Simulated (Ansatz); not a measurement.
# Ru (P6_3/mmc, 2 atoms in the cell): modes against uniaxial strain along c

Aim: how do the optical modes of Ru (P6_3/mmc, 2 atoms in the cell) shift and split under this strain?

Method: DFT LDA, scalar-relativistic, plane waves, PAW; PAW set soft_1, in Ansatz 0.2.0.

### 1. Set-up

It takes space group P6_3/mmc (No. 194, hexagonal). Conventional cell: a = 2.706 Å, b = 2.706 Å, c = 4.282 Å, α = 90.00°, β = 90.00°, γ = 120.00°. Nearest to Ru lie 12 Ru at 2.65 to 2.71 Å.

### 2. A rough relaxation first

The start is far from rest, so a relaxation with loose tolerances brings it close first.

input.yaml reads:

```yaml
crystal:
  lattice:
    - [2.7058, 0.0, 0.0]
    - [-1.3529, 2.3432915376, 0.0]
    - [0.0, 0.0, 4.2819]
  atoms:
    - { symbol: Ru, position: [0.33333333, 0.66666667, 0.25] }
    - { symbol: Ru, position: [0.66666667, 0.33333333, 0.75] }
kpoints:
  mp_grid: { grid: [9, 9, 6] }
hamiltonian:
  xc: lda
  pseudopotentials: { kind: paw, azcp: { folder: soft_1 }, xc_functional: pbe }
scf:
  occupations: { method: gaussian, width: 0.1 }
output:
  forces: true
  stress: true
  eigenvalues: true
relax:
  adjacent_minimum: "off"
  f_tol: 0.05
  max_steps: 80
  cell: { stress_tol: 0.5 }
```

On the command line:

```bash
> ansatz run input.yaml --threads 4 --pin off --max-ram 10240MiB --backend cpu --events-out ev --progress --plain --runs-dir out
```

Numbers of over 12 decimals in the logs are rounded to 6 here.

The log of the run:

```text
The last accepted step is kept in <dir> (removed where the run ends without a failure and the disk answers)
Engine: ansatz 0.2.0, aarch64-unknown-linux-gnu
Pseudopotentials: kind: paw
Pseudopotential: Ru, paw, valence charge 16, recommended cutoff 420 eV (normal), soft_1/Ru.paw.azcp
Functional definition: SPW92
  exchange = slater_x
  correlation = pw_c
Crystal: 2 atoms, lattice volume = 27.149 Å³
[...]
F+E_penalty+E_count = -11516.68463021 eV   max|allowed force component| = 4.626e-17 eV/Å   (the final SCF, on the basis selected at the relaxed cell)
  cell:  # Å, volume = 26.1680 Å³
    - [2.673130, 0, 0.0]
    - [-1.336565, 2.314999, -1.0629636233747257e-18]
    - [0.0, -1.94235495922492e-18, 4.228629]
  atoms:
    - { symbol: Ru, position: [0.333333, 0.666667, 0.25] }
    - { symbol: Ru, position: [0.666667, 0.333333, 0.750000] }
[key lines of the parts left out:]
SCF converged after 6 iterations
Free energy (F): -11516.684630 eV
Fermi energy:    24.150430 eV
P = ⅓ Tr σ = -0.0732 GPa (-0.732 kbar)
```

It took 1.7 s on 4 threads of Arm Neoverse V2, shared host; peak memory 0.29 GiB; 5.7 s of CPU time.

Step by step:

```tsv
step	energy less that of the first step (eV)	largest force component (eV/Å)	pressure (GPa)	volume (Å³)
1	0.0000	0.0000	-12.48	27.15
2	0.0165	0.0000	17.87	25.05
3	-0.0410	0.0000	-1.09	26.25
4	-0.0414	0.0000	-0.01	26.17
5*	-0.0399	0.0000	-0.07	26.17
```

Relaxation steps marked * repeat the geometry before them on a plane-wave basis chosen anew for their cell, so energy and pressure can jump there. Relaxation step 2 was tried and not accepted.

The run keeps the 24 symmetry operations that it works with, so distortions that break them were not tested.

```tsv
conventional cell, symmetrised	before	after	change
a (Å)	2.706	2.673	-1.2 %
b (Å)	2.706	2.673	-1.2 %
c (Å)	4.282	4.229	-1.2 %
volume (Å³/atom)	13.57	13.08	-3.6 %
```

The relaxed structure:

```
Ru
1.0
     2.67313    0.00000    0.00000
    -1.33657    2.31500    0.00000
     0.00000    0.00000    4.22863
Ru
2
Direct
  0.33333 0.66667 0.25000
  0.66667 0.33333 0.75000
```

Numbers from this step:

```yaml
pressure: -0.07320 GPa
volume_per_atom: 13.08 Å³
gap_on_the_k_mesh: 0 eV
```

In this step the volume went from 13.57 to 13.08 Å³/atom.

### 3. Relaxation

Harmonic phonons are second derivatives at a point where the forces vanish, and they are wanted at zero stress, so atoms and cell are relaxed first.

input.yaml, the sections that differ from step 2:

```yaml
crystal:
  lattice:
    - [2.6731301593, 0.0, 0.0]
    - [-1.3365650797, 2.3149986256, 0.0]
    - [0.0, 0.0, 4.2286286099]
  atoms:
    - { symbol: Ru, position: [0.3333333333, 0.6666666667, 0.25] }
    - { symbol: Ru, position: [0.6666666667, 0.3333333333, 0.75] }
kpoints:
  mp_grid: { grid: [18, 18, 10] }
output:
  forces: true
  stress: true
  eigenvalues: true
  write_density: true
  write_potential: true
  elf: true
  volumetric_format: npy
relax:
  adjacent_minimum: "off"
  f_tol: 0.005
  max_steps: 80
  cell: { stress_tol: 0.05 }
# hamiltonian, scf: as in step 2
```

The log of the run:

```text
[...]
Crystal: 2 atoms, lattice volume = 26.168 Å³
Basis set: ecut = 420 eV, 537 PW (Γ)
Bands: 20, of which v1, the nominal top of the filled ones, is band 16 counted from 1 (15 counted from 0)
Symmetry: 24 space group operations
[...]
k-points: 222 of 3240
[...]
SCF iter   1: F=—  HF=-11518.147086 eV  |F-HF|=—  |Δ(HF+E_count)|=         —  Δρ=1.32e-1  dr2=4.22e0  ethr=3.10e-3  ⟨swp⟩=4.9  Hψ=17478  notcnv=0
[...]
SCF iter   6: F=-11516.666949 eV  HF=-11516.666949 eV  |F-HF|=6.02e-8  |Δ(HF+E_count)|=   7.28e-7  Δρ=2.45e-5  dr2=7.86e-8  ethr=3.13e-10  ⟨swp⟩=7.5  Hψ=29999  notcnv=0
SCF 1 converged in 6 iterations: F = -11516.666949 eV  dr2 = 7.86e-8
[...]
relax step   1: F+E_penalty+E_count = -11516.66694856 eV  Δ(F+E_penalty+E_count) = +0.000e0 eV  max|allowed force component| = 3.007e-17 eV/Å  Δτ_max = 0.0000 Å  P = +0.083 GPa  Ω = 26.168 Å³  (6 SCF iters, dr2 threshold 1.00e-7 eV, accepted)
Crystal: 2 atoms, lattice volume = 26.183 Å³
[...]
SCF iter   6: F=-11516.666928 eV  HF=-11516.666928 eV  |F-HF|=1.82e-12  |Δ(HF+E_count)|=  1.82e-12  Δρ=2.44e-8  dr2=3.29e-14  ethr=1.00e-12  ⟨swp⟩=3.6  Hψ=17262  notcnv=0
SCF 2 converged in 6 iterations: F = -11516.666928 eV  dr2 = 3.29e-14
relax step   2: F+E_penalty+E_count = -11516.66692807 eV  Δ(F+E_penalty+E_count) = +2.049e-5 eV  max|allowed force component| = 9.252e-18 eV/Å  Δτ_max = 0.0000 Å  P = -0.104 GPa  Ω = 26.183 Å³  energy of the carried Pulay correction = -3.109e-5 eV  (6 SCF iters, dr2 threshold 1.09e-7 eV, accepted)
Crystal: 2 atoms, lattice volume = 26.175 Å³
[...]
SCF iter   6: F=-11516.666952 eV  HF=-11516.666952 eV  |F-HF|=1.82e-12  |Δ(HF+E_count)|=    0.00e0  Δρ=8.50e-9  dr2=6.60e-15  ethr=1.00e-12  ⟨swp⟩=3.1  Hψ=15722  notcnv=0
SCF 3 converged in 6 iterations: F = -11516.666952 eV  dr2 = 6.60e-15
relax step   3: F+E_penalty+E_count = -11516.66695155 eV  Δ(F+E_penalty+E_count) = -2.348e-5 eV  max|allowed force component| = 2.082e-17 eV/Å  Δτ_max = 0.0000 Å  P = +0.001 GPa  Ω = 26.175 Å³  energy of the carried Pulay correction = -1.493e-5 eV  (6 SCF iters, accepted)
[...]
SCF iter   7: F=-11516.666980 eV  HF=-11516.666980 eV  |F-HF|=1.82e-12  |Δ(HF+E_count)|=  3.64e-12  Δρ=3.11e-10  dr2=5.63e-18  ethr=1.00e-12  ⟨swp⟩=2.0  Hψ=13310  notcnv=0
SCF 4 converged in 7 iterations: F = -11516.666980 eV  dr2 = 5.63e-18
relax step   4: F+E_penalty+E_count = -11516.66697969 eV  Δ(F+E_penalty+E_count) = -2.814e-5 eV  max|allowed force component| = 3.469e-17 eV/Å  Δτ_max = 0.0000 Å  P = +0.002 GPa  Ω = 26.175 Å³  stress off target by 3.11e-3 GPa  SCF on the basis re-selected at this cell (its energy is not comparable with the rows above)  (7 SCF iters)
basis re-selected at this cell: Δ(F+E_penalty+E_count) = -2.814e-5 eV, ΔP = +0.001 GPa vs the last step (what re-selecting the basis moved, of the pressure what is left beyond the Pulay correction that the steps carried, after the strain that the cell walked since its last selection, with what the two solves' SCF thresholds leave and, on support functions, any second-order correction that the steps lacked; it is no m [...]
SCF converged after 7 iterations
Free energy (F): -11516.666980 eV
[...]
Internal energy: -11516.658371 eV  (E = F + TS)
E sigma→0 (E₀):  -11516.662675 eV
Entropy (-TS):   -0.008609 eV (-4.304 meV/atom)
Fermi energy:    24.074714 eV
[...]
--- Stress (GPa, compression-positive) ---
        0.003108       0.000000       0.000000
        0.000000       0.003108       0.000000
        0.000000       0.000000       0.000942
  P = ⅓ Tr σ = 0.0024 GPa (0.024 kbar)
--- Band table (eV; the first three rows and the last of 222) ---
  k-point 0: bands = [... 12 lower, 21.5198, 22.0501, 22.0501, 22.5997, 22.5997, 25.3455, 25.3455, 25.4141]
  k-point 1: bands = [... 12 lower, 21.4601, 21.9784, 21.9784, 22.7676, 22.7676, 25.0274, 25.3549, 25.3549]
  k-point 2: bands = [... 12 lower, 21.3016, 21.7918, 21.7918, 23.1706, 23.1706, 24.0796, 25.3495, 25.3495]
  k-point 221: bands = [... 12 lower, 21.2374, 21.2374, 22.8186, 22.8186, 25.3869, 25.3869, 32.8317, 32.8317]
--- Relaxed structure (3 steps of the walk, 3 accepted, 1 SCFs on fresh bases) ---
[...]
cell:  # Å, volume = 26.1746 Å³
    - [2.674059, 2.8877475017641773e-11, 0.0]
    - [-1.337029, 2.315803, 0.0]
    - [0.0, 0.0, 4.226761]
  atoms:
    - { symbol: Ru, position: [0.333333, 0.666667, 0.25] }
    - { symbol: Ru, position: [0.666667, 0.333333, 0.75] }
```

It took 5.2 s on 4 threads; peak memory 0.39 GiB.

Little changed from the start: no atom moved by 0.005 Å and no cell edge by 0.1 %.

This step gave:

| Quantity | Value |
| --- | --- |
| pressure | 0.002386 GPa |
| volume per atom | 13.09 Å³ |

ELF in the ac plane at fractional y = 0.333, with atoms of Ru within 0.2 Å of it. It is the smooth field of the valence electrons, not physical close to the nuclei.

Ten even steps from '0' (0.22) to '9' (0.61):
```
11221112333211
01210125777642
10110258999974
21111379999996
31111489867997
31111489867997
21111379999996
10110258999974
01210125777642
11221112333211
21011111000011
10000122111122
00000112222221
12222111222210
24443210122101
35654310111101
35654310111101
24443210122101
12222111222210
00000112222221
10000122111122
21011111000011
```
Columns run along a (2.7 Å), rows up along c (4.2 Å). Atoms in or near the plane, at fractional coordinates: Ru at (0.67, 0.75).

Electrostatic potential energy in the ac plane at fractional y = 0.333, with atoms of Ru within 0.2 Å of it. With pseudopotentials it is smooth inside the atoms' cores, unlike the true potential.

Ten even steps from '_' (-72 eV) to '@' (24 eV):
```
@@@@@@@@@@@@@@%%######%%%%@@
@@@@@@@@@@@@%%**++====++##%%
%%@@@@@@@@%%**==::....::==##
%%@@@@@@@@##==::______..--++
##@@@@@@%%**--..________::==
##@@@@@@%%**--..________::==
%%@@@@@@@@##==::______..--++
%%@@@@@@@@%%**==::....::==##
@@@@@@@@@@@@%%**++====++##%%
@@@@@@@@@@@@@@%%######%%%%@@
@@@@@@@@@@@@@@@@@@@@@@@@@@@@
@@@@@@@@@@@@@@@@@@@@@@@@@@@@
@@@@%%@@@@@@@@@@@@@@@@@@@@@@
%%%%####%%@@@@@@@@@@@@@@@@@@
%%##****##%%@@@@@@@@@@@@@@@@
##********##@@@@@@@@@@@@@@%%
##********##@@@@@@@@@@@@@@%%
%%##****##%%@@@@@@@@@@@@@@@@
%%%%####%%@@@@@@@@@@@@@@@@@@
@@@@%%@@@@@@@@@@@@@@@@@@@@@@
@@@@@@@@@@@@@@@@@@@@@@@@@@@@
@@@@@@@@@@@@@@@@@@@@@@@@@@@@
```
Columns run along a (2.7 Å; values clipped at the 3rd and 97th percentile), rows up along c (4.2 Å). Atoms in or near the plane, at fractional coordinates: Ru at (0.67, 0.75).

Valence density in the ac plane at fractional y = 0.333, with atoms of Ru within 0.2 Å of it. It is the smooth field of the valence electrons, not physical close to the nuclei.

Ten even steps from '0' (0 e/Å³) to '9' (12 e/Å³):
```
00000000000000
00000001222100
00000012455320
00000024687631
00000135899742
00000135899742
00000024687631
00000012455320
00000001222100
00000000000000
00000000000000
00000000000000
00000000000000
00000000000000
00110000000000
01111000000000
01111000000000
00110000000000
00000000000000
00000000000000
00000000000000
00000000000000
```
Columns run along a (2.7 Å), rows up along c (4.2 Å). Atoms in or near the plane, at fractional coordinates: Ru at (0.67, 0.75).

In this step the volume went from 13.08 to 13.09 Å³/atom.

### 4. Tight relaxation

Phonons need small forces and stress, so the relaxation is finished with tight tolerances on 18×18×12 k points.

input.yaml reads:

```yaml
crystal:
  lattice:
    - [2.6740588123, 0.0, 0.0]
    - [-1.3370294062, 2.3158028627, 0.0]
    - [0.0, 0.0, 4.2267610386]
  atoms:
    - { symbol: Ru, position: [0.3333333333, 0.6666666667, 0.25] }
    - { symbol: Ru, position: [0.6666666667, 0.3333333333, 0.75] }
kpoints:
  mp_grid: { grid: [18, 18, 12] }
hamiltonian:
  xc: lda
  pseudopotentials: { kind: paw, azcp: { folder: soft_1 }, xc_functional: pbe }
scf:
  occupations: { method: methfessel_paxton, width: 0.2 }
output:
  forces: true
  stress: true
  eigenvalues: true
relax:
  adjacent_minimum: "off"
  f_tol: 0.001
  max_steps: 60
  cell: { stress_tol: 0.01 }
```

The log of the run:

```text
[...]
Crystal: 2 atoms, lattice volume = 26.175 Å³
Basis set: ecut = 420 eV, 537 PW (Γ)
Bands: 20, of which v1, the nominal top of the filled ones, is band 16 counted from 1 (15 counted from 0)
Symmetry: 24 space group operations
[...]
k-points: 259 of 3888
[...]
k-point 258: bands = [... 12 lower, 21.2381, 21.2381, 22.8200, 22.8200, 25.3841, 25.3841, 32.8281, 32.8281]
--- Relaxed structure (3 steps of the walk, 3 accepted, 1 SCFs on fresh bases) ---
[...]
cell:  # Å, volume = 26.1737 Å³
    - [2.674904, 2.8876713385818358e-11, 0.0]
    - [-1.337452, 2.316535, 0.0]
    - [0.0, 0.0, 4.223950]
  atoms:
    - { symbol: Ru, position: [0.333333, 0.666667, 0.250000] }
    - { symbol: Ru, position: [0.666667, 0.333333, 0.750000] }
[key lines of the parts left out:]
SCF converged after 5 iterations
Free energy (F): -11516.664496 eV
Fermi energy:    24.087274 eV
P = ⅓ Tr σ = 0.0021 GPa (0.021 kbar)
```

Wall time 5 s (4 threads); peak memory 0.4 GiB.

Little changed from the start: no atom moved by 0.005 Å and no cell edge by 0.1 %.

Numbers from this step:

```yaml
pressure: 0.002125 GPa
```

The forces vanish by symmetry and the pressure is 0.002 GPa, within the tolerances set. The cell now holds 13.09 Å³/atom.

### 5. Modes at rest

The force constants come from the linear response of the density to a displacement.

The modes at rest are the reference of the series.

input.yaml, the sections that differ from step 4:

```yaml
crystal:
  lattice:
    - [2.6749044221, 0.0, 0.0]
    - [-1.3374522111, 2.3165351823, 0.0]
    - [0.0, 0.0, 4.2239497632]
  atoms:
    - { symbol: Ru, position: [0.3333333333, 0.6666666667, 0.25] }
    - { symbol: Ru, position: [0.6666666667, 0.3333333333, 0.75] }
output:
  eigenvalues: true
phonons:
  method: dfpt
# kpoints, hamiltonian, scf: as in step 4
# relax: removed
```

The log of the run:

```text
zone centre: on kpoints.mp_grid the ground state, and the responses unless they are solved on pairs of k-points, stand on 637 of the mesh's 3888 k-points, reduced under 4 symmetry operations, with k and −k counted as one. Each operation leaves every solved displacement unchanged or reverses it
[...]
Crystal: 2 atoms, lattice volume = 26.174 Å³
Basis set: ecut = 420 eV, 537 PW (Γ), exchange–correlation on 36×36×60 points (8 copies of the dense FFT grid, shifted against one another)
Bands: 20, of which v1, the nominal top of the filled ones, is band 16 counted from 1 (15 counted from 0)
Symmetry: 24 space group operations
k-points: 637 of 3888 (irreducible under 4 space group operations, time reversal used)
[...]
SCF iter   1: F=—  HF=-11518.146640 eV  |F-HF|=—  |Δ(HF+E_count)|=         —  Δρ=1.32e-1  dr2=4.22e0  ethr=3.10e-3  ⟨swp⟩=5.0  Hψ=111897  notcnv=0  defer=72
automatic band count: the SCF goes on with 24 bands, as 20 were too few: they end inside the smearing window of the response
[...]
SCF iter   2: F=—  HF=-11517.121708 eV  |F-HF|=—  |Δ(HF+E_count)|=    1.02e0  S|Δr|=    0.00e0  Δρ=7.38e-2  dr2=1.32e0  ethr=3.10e-3  ⟨swp⟩=2.8  Hψ=29298  notcnv=0  defer=1786
[...]
SCF iter   8: F=-11516.664497 eV  HF=-11516.664497 eV  |F-HF|=0.00e0  |Δ(HF+E_count)|=  6.91e-11  S|Δr|=    0.00e0  Δρ=1.17e-7  dr2=2.34e-12  ethr=1.00e-12  ⟨swp⟩=9.1  Hψ=89239  notcnv=0
SCF 1 converged in 8 iterations: F = -11516.664497 eV  dr2 = 2.34e-12
[...]
DFPT response loops at Γ: preconditioner auto → Kerker (q_TF=auto, 2.821 Å⁻¹) (partly filled bands, converged f_vac=0.000); β = 1.00, the filter's whole step (`scf.mixing.beta` (0.50) is not read by the response loops under this deck's `scf.mixing.preconditioner`; to damp them name `kerker` or `kerker_dos`, under which they read `scf.mixing.beta`, and type it under 1.00, their step now; both keys bind the ground state too); Broyden in place of MSR1
SCF converged after 8 iterations
[...]
Free energy (F): -11516.664497 eV
[...]
Internal energy: -11516.665083 eV  (E = F + TS)
E sigma→0 (E₀):  -11516.664644 eV
Entropy (-TS):   0.000586 eV (0.293 meV/atom)
Fermi energy:    24.087275 eV
Step filling:    the computed levels leave a gap of 0.0000 eV = 0.0 smearing widths at the electron count; against every level under it full and every level over it empty, smearing changes F+E_penalty+E_count by +0.437 meV and its σ→0 estimate by +0.290 meV
[...]
--- Band table (eV; the first three rows and the last of 637) ---
  k-point 0: bands = [... 12 lower, 21.5293, 22.0516, 22.0516, 22.5911, 22.5911, 25.3446, 25.3446, 25.4266, ... 4 higher]
  k-point 1: bands = [... 12 lower, 21.4873, 22.0009, 22.0009, 22.7113, 22.7113, 25.1531, 25.3520, 25.3520, ... 4 higher]
  k-point 2: bands = [... 12 lower, 21.3712, 21.8634, 21.8634, 23.0138, 23.0138, 24.4449, 25.3572, 25.3572, ... 4 higher]
  k-point 636: bands = [... 12 lower, 21.3099, 21.3099, 22.6597, 22.6597, 25.8408, 25.8408, 29.3597, 29.3597, ... 4 higher]
--- Phonons (Γ-DFPT): 2 representative perturbations + reference, on 637 of 3888 k-points (Σ response iterations 6) ---
  k mesh reduced under 4 symmetry operations, with k and −k counted as one. Each operation leaves every solved displacement unchanged or reverses it
  ASR residual: 8.063e-5 → 0.000e0 eV/Å²; symmetrization residual: 9.296e-10 eV/Å²
  ASR residual per site (eV/Å²): 8.06e-5 8.06e-5
  Γ frequencies (cm⁻¹): 0.00 0.00 0.00 211.57 211.57 277.71
  non-analytic LO–TO correction: not included (Born effective charges unavailable; polar crystals: no LO–TO splitting at Γ)
```

Wall time 20 s (4 threads); peak memory 1.2 GiB; 74 s of CPU time.

The column dr2 measures how far the density is from self-consistency, as an energy; F and HF (Harris–Foulkes) agree once it is small.

This step gave:

```
sum-rule residual before enforcement                    : 8.06e-5 eV/Å²
point group                                             : 6/mmm
highest optical mode at the zone centre (no LO-TO term) : 277.7 cm⁻¹
lowest optical zone-centre mode                         : 211.6 cm⁻¹
```

Patterns of degenerate modes are one choice out of their space. Modes at Γ:

```tsv
mode	frequency (cm⁻¹)	symmetry
1	0.0	acoustic
2	0.0	acoustic
3	0.0	acoustic
4	211.6	E2g
5	211.6	E2g
6	277.7	B1g
```

Displacements in mode 4 (211.6 cm⁻¹), the largest set to 1:
```
Ru1  1.00  0.00  0.00
Ru2 -1.00  0.00  0.00
```

Displacements in mode 6 (277.7 cm⁻¹), the largest set to 1:
```
Ru1  0.00  0.00  1.00
Ru2  0.00  0.00 -1.00
```

Before it was imposed, the acoustic sum rule was missed by 8.1e-5 eV/Å². Small misses are needed for a sound result but don't prove that mesh and cutoff are converged. The lowest optical mode is real, 212 cm⁻¹.

### 6. A member of the series: uniaxial strain of +4 % along c

The cell takes a uniaxial strain of +4 % along c. The strained length and the angles are held, while the rest of the cell and the atoms relax.

input.yaml, the sections that differ from step 5:

```yaml
crystal:
  lattice:
    - [2.6576900432, 0.0, 0.0]
    - [-1.3288450216, 2.3016270928, 0.0]
    - [0.0, 0.0, 4.3929077537]
  atoms:
    - { symbol: Ru, position: [0.3333333331, 0.6666666669, 0.25] }
    - { symbol: Ru, position: [0.6666666669, 0.3333333331, 0.75] }
output:
  forces: true
  stress: true
  eigenvalues: true
relax:
  adjacent_minimum: "off"
  f_tol: 0.001
  max_steps: 60
  cell: { stress_tol: 0.01, fix: [c, angles] }
# kpoints, hamiltonian, scf: as in step 5
# phonons: removed
```

The log of the run:

```text
[...]
k-point 636: bands = [... 12 lower, 22.5038, 22.5038, 23.8893, 23.8893, 25.3800, 25.3800, 26.8893, 26.8893]
--- Relaxed structure (4 steps of the walk, 3 accepted, 1 SCFs on fresh bases) ---
[...]
cell:  # Å, volume = 26.7730 Å³
    - [2.652815, 0, 0]
    - [-1.326407, 2.297405, 0]
    - [0, 0, 4.3929077537]
  atoms:
    - { symbol: Ru, position: [0.333333, 0.666667, 0.250000] }
    - { symbol: Ru, position: [0.666667, 0.333333, 0.750000] }
[key lines of the parts left out:]
SCF converged after 5 iterations
Free energy (F): -11516.587948 eV
Fermi energy:    23.417611 eV
P = ⅓ Tr σ = -7.6415 GPa (-76.415 kbar)
```

Elapsed: 16 s, on 4 threads; peak memory 0.57 GiB; 60 s of CPU time.

Step by step:

```tsv
step	energy less that of the first step (eV)	largest force component (eV/Å)	pressure (GPa)	volume (Å³)
1	0.0000	0.0000	-8.88	26.87
2	-0.0004	0.0000	-6.35	26.67
3	-0.0007	0.0000	-7.65	26.77
4	-0.0007	0.0000	-7.63	26.77
5*	-0.0005	0.0000	-7.64	26.77
```

Relaxation steps marked * repeat the geometry before them on a plane-wave basis chosen anew for their cell, so energy and pressure can jump there. Relaxation step 2 was tried and not accepted.

```tsv
conventional cell, symmetrised	before	after	change
a (Å)	2.658	2.653	-0.2 %
b (Å)	2.658	2.653	-0.2 %
c (Å)	4.393	4.393	-0.0 %
volume (Å³/atom)	13.44	13.39	-0.4 %
```

The relaxed structure:

```xyz
2
Lattice="2.6528 0.0000 0.0000 -1.3264 2.2974 0.0000 0.0000 0.0000 4.3929" Properties=species:S:1:pos:R:3 pbc="T T T"
Ru    0.0000    1.5316    1.0982
Ru    1.3264    0.7658    3.2947
```

Numbers from this step:

| Quantity | Value |
| --- | --- |
| pressure | -7.641 GPa |
| volume per atom | 13.39 Å³ |

The largest force component left is 2.2e-4 meV/Å.

(Continued in part 2 of 2.)

[Logs are printed without paths, hosts, clocks, repeated set-up lines and the standing remarks that a program may print on its own settings, such as how far it seeks lower states.]

[Hosts, paths, dates, database ids (printed as entryN), source tags and the programs' standing remarks are cut or masked in the printed files.]
